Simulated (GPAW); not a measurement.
# Near-edge structure at the B K edge of YCo3B2 (P6/mmm)

Aim: the near-edge shape at the B K edge of YCo3B2 (P6/mmm), and what the core hole does to it.

Method: X-ray absorption from dipole matrix elements to empty bands, plane-wave PAW LDA, in GPAW 26.7.0.

### 1. The structure

Symmetry: P6/mmm, No. 191, hexagonal system. Conventional cell: a = 5.033 Å, b = 5.033 Å, c = 3.038 Å, α = 90.00°, β = 90.00°, γ = 120.00°. Y has 6 B at 2.91 Å and 12 Co at 2.94 Å and 2 Y at 3.04 Å nearest. Nearest to Co lie 4 B at 2.10 Å and 4 Co at 2.52 Å and 4 Y at 2.94 Å. Nearest to B lie 6 Co at 2.10 Å and 3 B at 2.91 Å and 3 Y at 2.91 Å. Farther neighbours are not listed.

Structure file:

```
Y Co B
1.0
     5.03300    0.00000    0.00000
    -2.51650    4.35871    0.00000
     0.00000    0.00000    3.03800
Y Co B
1 3 2
Direct
  0.00000 0.00000 0.00000
  0.00000 0.50000 0.50000
  0.50000 0.50000 0.50000
  0.50000 0.00000 0.50000
  0.66667 0.33333 0.00000
  0.33333 0.66667 0.00000
```

### 2. The field without a hole

The ground state comes first: it tells whether the system has a gap, which decides how the excited electron is treated.

scf.py reads:

```python
import numpy as np
from ase import Atoms
from ase.parallel import parprint, paropen
from gpaw import GPAW, PW, FermiDirac, Mixer, MixerDif, setup_paths
from gpaw.test import gen
setup_paths.insert(0, '.')
gen('B', name='nch1s', xcname='LDA', corehole=(1, 0, 0), write_xml=True)
from gpaw.mpi import world
world.barrier()

atoms = Atoms('YCo3B2',
    cell=[[5.033, 0, 0],
     [-2.5165, 4.35870586, 0],
     [0, 0, 3.038]],
    scaled_positions=[[0, 0, 0],
     [0, 0.5, 0.5],
     [0.5, 0.5, 0.5],
     [0.5, 0, 0.5],
     [0.66666667, 0.33333333, 0],
     [0.33333333, 0.66666667, 0]],
    magmoms=[0.0, 3.0, 3.0, 3.0, 0.0, 0.0],
    pbc=True)
atoms.calc = calc = GPAW(legacy_gpaw=True, mode=PW(430, force_complex_dtype=True), xc='LDA', setups={4: 'nch1s'},
    kpts={'size': (6, 6, 8), 'gamma': True}, occupations=FermiDirac(0.05),
    charge=0, mixer=MixerDif(0.05, 8, 50), maxiter=150,
    convergence={'density': 0.0001, 'eigenstates': 1e-6}, txt='scf.txt')
energy = atoms.get_potential_energy() + calc.get_reference_energy()
ef = calc.get_fermi_level()
out = dict(energy=energy, fermi=ef, forces=atoms.get_forces().tolist(), magmoms=atoms.get_magnetic_moments().tolist())
parprint(f'all-electron energy {energy:.4f} eV, Fermi level {ef:.4f} eV')
ev = np.array([[calc.get_eigenvalues(k, s) for k in range(len(calc.get_ibz_k_points()))] for s in range(calc.get_number_of_spins())])
out['homo'], out['lumo'], out['counts'] = ev[ev < ef].max(), ev[ev > ef].min(), sorted(set((ev < ef).sum((0, 2)).tolist()))
out['filled'] = (ev[:, 0] < ef).sum(1).tolist()
import json
with paropen('out.json', 'w') as f:
    json.dump(out, f)
```

Launch:

```sh
> OMP_NUM_THREADS=1 mpirun -n 4 gpaw python scf.py
```

Numbers of over 12 decimals in the logs are rounded to 6 here.

The program printed:

```text
Input parameters:
  convergence: {density: 0.0001,
                eigenstates: 1e-06}
  kpts: {gamma: True,
         size: (6, 6, 8)}
  maxiter: 150
  mixer: {backend: pulay,
          beta: 0.05,
          method: difference,
          nmaxold: 8,
          weight: 50}
  mode: {ecut: 430.0,
         force_complex_dtype: True,
         name: pw}
  occupations: {fixmagmom: False,
                name: fermi-dirac,
                width: 0.05}
  setups: {4: nch1s}

Initialize ...

[... PAW data sets ...]

Reference energy: -206827.915106  # eV

Spin-polarized calculation.
Initial magnetic moment: 9.000000

[... convergence settings ...]
Symmetries present (total): 4
  [... symmetry matrices ...]

288 k-points: 6 x 6 x 8 Monkhorst-Pack grid + [1/12,1/12,1/16]
65 k-points in the irreducible part of the Brillouin zone
       k-points in crystal coordinates                weights
   0:     0.00000000    0.00000000    0.00000000          1/288
   1:     0.00000000    0.00000000    0.12500000          2/288
   2:     0.00000000    0.00000000    0.25000000          2/288
   3:     0.00000000    0.00000000    0.37500000          2/288
   4:     0.00000000    0.00000000    0.50000000          1/288
   5:     0.00000000    0.16666667    0.00000000          2/288
   6:     0.00000000    0.16666667    0.12500000          4/288
   7:     0.00000000    0.16666667    0.25000000          4/288
   8:     0.00000000    0.16666667    0.37500000          4/288
   9:     0.00000000    0.16666667    0.50000000          2/288
          ...
  64:     0.50000000    0.50000000    0.50000000          2/288

Wave functions: Plane wave expansion
  Cutoff energy: 430.000 eV
  Number of coefficients (min, max): 1336, 1378
  Pulay-stress correction: 0.000000 eV/Ang^3 (de/decut=0.000000)
  Using FFTW library
  Wavefunction extrapolation:
    Improved wavefunction reuse through dual PAW basis

Occupation numbers: Fermi-Dirac:
  width: 0.0500  # eV

Eigensolver
   Davidson(niter=2)

Densities:
  Coarse grid: 25*25*15 grid
  Fine grid: 50*50*30 grid
  Total Charge: 0.000000

Density mixing:
  Method: difference
  Backend: pulay
  Linear mixing parameter: 0.05
  old densities: 8
  Width of damping distribution: 1.1
  Damping of long wavelength oscillations: 50

[... Hamiltonian set-up ...]
Number of atoms: 6
Number of atomic orbitals: 48
Number of bands in calculation: 36
Number of valence electrons: 44
Bands to converge: occupied

... initialized

Initializing position-dependent things.

Density initialized from atomic densities
Creating initial wave functions:
  36 bands from LCAO basis set

        Co    Co
                Co
            B    B
          Y

Atomic positions and initial magnetic moments

Positions:
   0 Y      0.000000    0.000000    0.000000    ( 0.0000,  0.0000,  0.0000)
   1 Co    -1.258250    2.179353    1.519000    ( 0.0000,  0.0000,  3.0000)
   2 Co     1.258250    2.179353    1.519000    ( 0.0000,  0.0000,  3.0000)
   3 Co     2.516500    0.000000    1.519000    ( 0.0000,  0.0000,  3.0000)
   4 B      2.516500    1.452902    0.000000    ( 0.0000,  0.0000,  0.0000)
   5 B     -0.000000    2.905804    0.000000    ( 0.0000,  0.0000,  0.0000)

Unit cell:
           periodic     x           y           z      points  spacing
  1. axis:    yes    5.033000    0.000000    0.000000    25     0.1743
  2. axis:    yes   -2.516500    4.358706    0.000000    25     0.1743
  3. axis:    yes    0.000000    0.000000    3.038000    15     0.2025

  Lengths:   5.033000   5.033000   3.038000
  Angles:   90.000000  90.000000 120.000000

Effective grid spacing dv^(1/3) = 0.1923

iter:   1   -49.171380                   +9.0220
iter:   2   -50.757526   -0.65  -1.32    +5.2855
iter:   3   -51.461406   -1.40  -1.36    +0.8752
iter:   4   -51.064887   -1.58  -1.45    +1.1526
iter:   5   -51.107486   -2.38  -1.66    +0.8770
iter:   6   -51.121498   -2.26  -1.70    +0.4635
iter:   7   -51.166525   -2.21  -1.84    +0.0029
iter:   8   -51.160361   -2.61  -2.12    +0.0073
iter:   9   -51.180844c  -3.17  -2.18    +0.0078
iter:  10   -51.134945   -2.95  -2.05    +0.0060
iter:  11   -51.134767   -3.58  -2.74    +0.0039
iter:  12   -51.134363c  -4.87  -3.25    +0.0010
iter:  13   -51.134236c  -4.88  -3.27    +0.0002
iter:  14   -51.134210c  -5.76  -3.96    -0.0001
iter:  15   -51.134210c  -6.53c -4.00    -0.0001
iter:  16   -51.134205c  -6.91c -4.02c   -0.0001

Converged after 16 iterations.

Dipole moment: (0.000000, -0.000000, -0.000000) |e|*Ang

Total magnetic moment: (0.000000, 0.000000, -0.000077)
Local magnetic moments:
   0 Y  ( 0.000000,  0.000000,  0.000007)
   1 Co ( 0.000000,  0.000000, -0.000035)
   2 Co ( 0.000000,  0.000000, -0.000035)
   3 Co ( 0.000000,  0.000000, -0.000035)
   4 B  ( 0.000000,  0.000000,  0.000001)
   5 B  ( 0.000000,  0.000000,  0.000001)

Energy contributions relative to reference atoms: (reference = -206827.915106)

Kinetic:        +27.830000
Potential:      -22.945160
External:        +0.000000
XC:             -56.478440
Entropy (-ST):   -0.027477
Local:           +0.473133
SIC:             +0.000000
--------------------------
Free energy:    -51.147943
Extrapolated:   -51.134205

Spin contamination: 0.000028 electrons
Showing only first 2 kpts
                      Up                     Down
 Kpt  Band  Eigenvalues  Occupancy  Eigenvalues  Occupancy
  0    20      9.54337    0.99989      9.54337    0.99989
  0    21      9.72326    0.99608      9.72322    0.99609
  0    22     10.52369    0.00003     10.52366    0.00003
  0    23     11.32049    0.00000     11.32049    0.00000

  1    20      9.98541    0.57330      9.98541    0.57332
  1    21      9.98547    0.57301      9.98547    0.57303
  1    22     10.52381    0.00003     10.52378    0.00003
  1    23     10.74004    0.00000     10.74003    0.00000

Fermi level: 10.00018

No gap
No difference between direct/indirect transitions

Forces in eV/Ang:
  0 Y     0.00000   -0.00000    0.00000
  1 Co    0.00000    0.00000    0.00000
  2 Co   -0.00000    0.00000    0.00000
  3 Co    0.00000   -0.00000    0.00000
  4 B     0.00000    0.00004    0.00000
  5 B     0.00000   -0.00004    0.00000
Scalar-relativistic atomic LDA calculation for B (Boron, Z=5)
Core hole in 1s state (1s occupation: 2.0)
300 radial gridpoints.
|------------------------------------------------|
|------------------------------------------------|
[... the atom generator's iteration count ...]

Energy contributions:
-------------------------
Kinetic:      +24.180604
XC:            -3.523894
Potential:    -45.007336
-------------------------
Total:        -24.350626

state      eigenvalue         ekin         rmax
-----------------------------------------------
1s^2.0 :    -6.565858    10.670813        0.212
2s^2.0 :    -0.344821     1.048488        1.518
2p^1.0 :    -0.136481     0.742001        1.561
-----------------------------------------------
(units: Bohr and Hartree)

Generating PAW setup
Kinetic energy of the core from tauc = 21.348427
Cutoffs:
rc(s)=1.200
rc(p)=1.200
rc(d)=1.200
rc(vbar)=1.080
rc(comp)=1.200
rc(nct)=1.200

Kinetic energy of the core states: 21.341627
Charge: 0.0
Core electrons: 2.0
Valence electrons: 3.0
Pseudo-core charge: 0.117059
Shape function alpha=6.944
Pseudo-electron charge 3.110279
state    eigenvalue         norm
--------------------------------
2s(2) :    -0.344821     1.005361
*s    :     0.655179
2p(1) :    -0.136481     0.982498
*p    :     0.863519
*d    :     0.000000
--------------------------------

Diagonalizing with gridspacing h=0.050

state   all-electron     PAW
-------------------------------
2s:      -0.344821    -0.345234
2p:      -0.136481    -0.136840
*d:                    0.041809
*f:                    0.072211
-------------------------------
all-electron energy -206879.0493 eV, Fermi level 10.0002 eV
```

Run time: 33 s. Hardware: 4 MPI ranks of Intel Xeon Platinum 8488C (Sapphire Rapids), shared host; peak memory 0.28 GiB; 2.2 min of CPU time.

The mesh shows no gap, so the system is treated as a metal and the core electron is put at the Fermi level (neutral cell).

### 3. Spectrum without a core hole, B atom 5

This cheap baseline ignores the attraction of the hole: it shows the absorber's empty states as they are in the ground state. The data set with a hole of occupation 0 only carries the core orbital.

The absorber has 6 Co at 2.10 Å (distorted trigonal prismatic, site symmetry -6m2).

xas.py reads:

```python
import numpy as np
from ase import Atoms
from ase.parallel import parprint, paropen
from gpaw import GPAW, PW, FermiDirac, Mixer, MixerDif, setup_paths
from gpaw.test import gen
setup_paths.insert(0, '.')
gen('B', name='nch1s', xcname='LDA', corehole=(1, 0, 0), write_xml=True)
from gpaw.mpi import world
world.barrier()

atoms = Atoms('YCo3B2',
    cell=[[5.033, 0, 0],
     [-2.5165, 4.35870586, 0],
     [0, 0, 3.038]],
    scaled_positions=[[0, 0, 0],
     [0, 0.5, 0.5],
     [0.5, 0.5, 0.5],
     [0.5, 0, 0.5],
     [0.66666667, 0.33333333, 0],
     [0.33333333, 0.66666667, 0]],
    magmoms=[0.0, 3.0, 3.0, 3.0, 0.0, 0.0],
    pbc=True)
atoms.calc = calc = GPAW(legacy_gpaw=True, mode=PW(430, force_complex_dtype=True), xc='LDA', setups={4: 'nch1s'},
    kpts={'size': (8, 8, 11), 'gamma': True}, occupations=FermiDirac(0.1),
    charge=0, mixer=MixerDif(0.05, 8, 50), maxiter=150,
    convergence={'density': 0.0001, 'eigenstates': 1e-6}, txt='scf.txt')
energy = atoms.get_potential_energy() + calc.get_reference_energy()
ef = calc.get_fermi_level()
out = dict(energy=energy, fermi=ef, forces=atoms.get_forces().tolist(), magmoms=atoms.get_magnetic_moments().tolist())
parprint(f'all-electron energy {energy:.4f} eV, Fermi level {ef:.4f} eV')
ev = np.array([[calc.get_eigenvalues(k, s) for k in range(len(calc.get_ibz_k_points()))] for s in range(calc.get_number_of_spins())])
out['homo'], out['lumo'], out['counts'] = ev[ev < ef].max(), ev[ev > ef].min(), sorted(set((ev < ef).sum((0, 2)).tolist()))
out['filled'] = (ev[:, 0] < ef).sum(1).tolist()

from ase.units import Ha
from gpaw.xas import dipole_matrix_elements
nb = int(calc.get_number_of_electrons() / 2) + 63
top, nb = nb, nb + 8 + nb // 12
nscf = calc.fixed_density(kpts={'size': (6, 6, 9), 'gamma': True}, nbands=nb,
    convergence={'bands': top, 'eigenstates': 5e-3}, maxiter=60, txt='nscf.txt')
cell = atoms.cell.array
ops = [cell.T @ U.T @ np.linalg.inv(cell.T) for U in nscf.wfs.kd.symmetry.op_scc]
E = np.arange(-25, 34, 0.1)
fwhm = np.interp(E, [4, 25], [0.9, 3.5])
Y, X, zero, highest = 0, 0, 1e9, 1e9
for spin in range(nscf.get_number_of_spins()):
    wfs = nscf.wfs
    mine = wfs.bd.get_slice()  # this rank's bands
    A = dipole_matrix_elements(wfs.setups[4])
    eps = np.zeros((wfs.kd.nibzkpts, nb))
    d = np.zeros((3, A.shape[1], wfs.kd.nibzkpts, nb), complex)
    for kpt in wfs.kpt_u:
        if kpt.s == spin and 4 in kpt.P_ani:
            eps[kpt.k, mine] = kpt.eps_n * Ha
            d[:, :, kpt.k, mine] = (kpt.weight * wfs.nspins / 2) ** 0.5 * np.inner(A, kpt.P_ani[4])
    world.sum(eps)
    world.sum(d)
    T = np.einsum('amkn,bmkn->abkn', d, d.conj()).real
    T = sum(np.einsum('ai,ijkn,bj->abkn', R, T, R) for R in ops) / len(ops)
    empty = eps > ef
    zero, highest = min(zero, eps[empty].min()), min(highest, eps[:, top - 1].min())
    lines = [(eps, T, empty)] if spin == 0 else lines + [(eps, T, empty)]
for eps, T, empty in lines:
    f = np.einsum('aakn->akn', T).reshape(3, -1)
    x = eps.ravel() - zero
    w = np.interp(x, E, fwhm) / 2.35482
    g = np.exp(-0.5 * ((E[:, None] - x) / w) ** 2) / (w * (2 * np.pi) ** 0.5)
    Y = Y + (f * empty.ravel()) @ g.T
    X = X + (f * ~empty.ravel()) @ g.T
out.update(E=E.round(2).tolist(), xas=Y.tolist(), xes=X.tolist(), zero=zero, valid=highest - zero, nk=len(eps), nb=nb)
for i in range(0, len(E), 10):
    parprint(f'{E[i]:7.2f}', *(f'{v:10.3e}' for v in Y[:, i]))
import json
with paropen('out.json', 'w') as f:
    json.dump(out, f)
```

Launch:

```sh
> OMP_NUM_THREADS=1 mpirun -n 4 gpaw python xas.py
```

The program printed:

```text
Input parameters:
  convergence: {density: 0.0001,
                eigenstates: 1e-06}
  kpts: {gamma: True,
         size: (8, 8, 11)}
  maxiter: 150
  mixer: {backend: pulay,
          beta: 0.05,
          method: difference,
          nmaxold: 8,
          weight: 50}
  mode: {ecut: 430.0,
         force_complex_dtype: True,
         name: pw}
  occupations: {fixmagmom: False,
                name: fermi-dirac,
[...]
2s:      -0.344821    -0.345234
2p:      -0.136481    -0.136840
*d:                    0.041809
*f:                    0.072211
-------------------------------
all-electron energy -206879.0413 eV, Fermi level 10.0070 eV
 -25.00 5.469e-251 5.469e-251 2.161e-251
 -24.00 3.055e-241 3.055e-241 1.213e-241
 -23.00 1.089e-231 1.089e-231 4.343e-232
 -22.00 2.476e-222 2.476e-222 9.923e-223
[...]
32.00  4.925e-04  4.925e-04  4.676e-04
  33.00  4.487e-04  4.487e-04  4.795e-04
[key lines of the parts left out:]
Converged after 16 iterations.
Dipole moment: (-0.000000, 0.000000, -0.000000) |e|*Ang
Free energy:    -51.186220
Fermi level: 10.00703
```

It took 1.7 min on 4 MPI ranks; peak memory 0.52 GiB.

The B K spectrum, B atom 5, no core hole (energy from the lowest empty level; intensity scaled to a mean of 1 over the first 20 eV; polarised curves are means over the symmetry-equivalent atoms):

```
E (eV)  isotropic  ε ⊥ c  ε ∥ c
  -2.0       0.00   0.00   0.00
  -1.5       0.00   0.00   0.00
  -1.0       0.00   0.00   0.00
  -0.5       0.05   0.05   0.05
   0.0       0.23   0.22   0.24
   0.5       0.46   0.43   0.51
   1.0       0.75   0.74   0.77
   1.5       0.92   0.97   0.81
   2.0       0.83   0.76   0.96
   2.5       0.70   0.52   1.06
   3.0       0.66   0.57   0.82
   3.5       0.70   0.78   0.53
   4.0       1.14   1.39   0.64
   4.5       1.45   1.63   1.08
   5.0       1.47   1.50   1.42
   5.5       1.55   1.49   1.67
   6.0       1.81   1.87   1.70
   6.5       2.04   2.33   1.47
   7.0       1.94   2.41   0.99
   7.5       1.57   2.08   0.56
   8.0       1.11   1.51   0.31
   8.5       0.68   0.93   0.19
   9.0       0.44   0.58   0.17
   9.5       0.40   0.48   0.22
  10.0       0.44   0.50   0.30
  10.5       0.50   0.53   0.43
  11.0       0.59   0.55   0.66
  11.5       0.71   0.56   1.00
  12.0       0.84   0.57   1.38
  12.5       0.94   0.59   1.64
  13.0       0.96   0.61   1.68
  13.5       0.94   0.62   1.56
  14.0       0.92   0.65   1.45
  14.5       0.95   0.72   1.40
  15.0       1.03   0.85   1.40
  15.5       1.16   1.02   1.44
  16.0       1.28   1.18   1.49
  16.5       1.34   1.26   1.51
  17.0       1.30   1.23   1.45
  17.5       1.17   1.11   1.30
  18.0       1.02   0.97   1.12
  18.5       0.91   0.88   0.97
  19.0       0.86   0.85   0.88
  19.5       0.87   0.89   0.83
  20.0       0.91   0.97   0.79
  20.5       0.94   1.03   0.76
  21.0       0.95   1.06   0.73
  21.5       0.93   1.04   0.71
  22.0       0.89   0.98   0.71
  22.5       0.84   0.90   0.73
  23.0       0.80   0.82   0.74
  23.5       0.75   0.77   0.72
  24.0       0.72   0.73   0.68
  24.5       0.68   0.71   0.63
  25.0       0.65   0.69   0.56
  25.5       0.62   0.68   0.50
  26.0       0.59   0.66   0.46
  26.5       0.58   0.65   0.44
  27.0       0.57   0.64   0.43
  27.5       0.57   0.64   0.43
  28.0       0.58   0.65   0.44
  28.5       0.59   0.65   0.46
  29.0       0.59   0.65   0.47
  29.5       0.58   0.64   0.47
  30.0       0.56   0.61   0.47
  30.5       0.53   0.57   0.45
  31.0       0.49   0.52   0.43
  31.5       0.45   0.47   0.42
  32.0       0.42   0.43   0.40
```

Main maxima below 24 eV (height): 1.5 eV (0.92), 6.6 eV (2.05), 12.9 eV (0.96), 16.6 eV (1.34) and 20.9 eV (0.95). A K edge sees empty p states on the absorber.

The same matrix elements for filled bands give the B K emission of B atom 5 (ground-state approximation; energy from the lowest empty level, largest value 1):

```
E (eV)  emission
-24.00      0.00
-23.25      0.00
-22.50      0.00
-21.75      0.00
-21.00      0.00
-20.25      0.00
-19.50      0.00
-18.75      0.00
-18.00      0.00
-17.25      0.00
-16.50      0.00
-15.75      0.00
-15.00      0.00
-14.25      0.00
-13.50      0.00
-12.75      0.00
-12.00      0.00
-11.25      0.00
-10.50      0.00
 -9.75      0.01
 -9.00      0.02
 -8.25      0.04
 -7.50      0.05
 -6.75      0.04
 -6.00      0.11
 -5.25      0.33
 -4.50      0.66
 -3.75      0.85
 -3.00      1.00
 -2.25      0.58
 -1.50      0.21
 -0.75      0.23
  0.00      0.13
  0.75      0.01
  1.50      0.00
  2.25      0.00
  3.00      0.00
```

Emission maxima: -3.0 eV (1.00).

(Part 1 of 2 ends here.)

[Banner, clock and machine lines of the logs are left out without a mark of their own.]

[Logs are printed without paths, hosts, clocks, repeated set-up lines and the standing remarks that a program may print on its own settings, such as how far it seeks lower states.]

[Hosts, paths, dates, database ids (printed as entryN), source tags and the programs' standing remarks are cut or masked in the printed files.]

[Lists of maxima count a maximum above −3 eV only where it reaches 4 % of the highest in the window and stands out from its surroundings by 2 % of it (1.5 % where it reaches 55 %); shoulders and weaker maxima are passed over, and of the rest the first, up to two pre-edge ones and the few strongest are named.]
